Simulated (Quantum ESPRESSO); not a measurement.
# NiSb: which shell does photoemission see at 21.2 and 40.8 eV? (PBE)

The valence band of NiSb mixes several shells. Work out by hand which one leads the spectrum's area at each photon energy.

Filled states come from the projected DOS of Quantum ESPRESSO 7.5 (PBE, plane waves); cross sections σ and asymmetry parameters β are those of free atoms in a Dirac–Hartree–Slater calculation. A shell's area is states × σ × angular factor, which is 1 + β·P₂(cos θ) for linear light, with θ = 10° from the polarisation and P₂ = 0.955.

**At 21.2 eV** (states counted from 11.2 eV below the zero; other shells add 0.89 to the products' sum of 23.4):

| shell | filled states a cell | cross section (Mb an electron) | β | angular factor | product | share by hand (%) | share in the simulated spectrum (%) |
| --- | --- | --- | --- | --- | --- | --- | --- |
| Sb 5p | 5.21 | 0.974 | 1.91 | 2.82 | 14.3 | 61 | 61 |
| Ni 3d | 17.58 | 0.558 | -0.17 | 0.84 | 8.23 | 35 | 35 |

**At 40.8 eV** (states counted from 28.3 eV below the zero; other shells add 0.62 to the products' sum of 21.4):

```
shell  filled states a cell  cross section (Mb an electron)     β  angular factor  product  share by hand (%)  share in the simulated spectrum (%)
Sb 5p                  5.29                           0.114  1.23            2.17     1.31                  6                                    6
Ni 3d                 17.59                            1.07  0.04            1.04     19.4                 91                                   91
```

Sb 5p leads at 21.2 eV and Ni 3d at 40.8 eV. Between the two energies σ of Sb 5p changes by a factor 0.12 and that of Ni 3d by 1.9, so their ratio moves 16-fold in favour of the second. The simulated spectrum uses the same rule on the energy-resolved DOS, so the two share columns agree within a few points.

The angular factor decides the lead at one of the energies. Only crystals where the two columns agree within 4 points and the lead is clear are worked in this form. Free-atom cross sections ignore the solid's final states, no escape depth or background enters, and the count of states a shell hangs on the projection.

[Logs are printed without paths, hosts, clocks, repeated set-up lines and the standing remarks that a program may print on its own settings, such as how far it seeks lower states.]
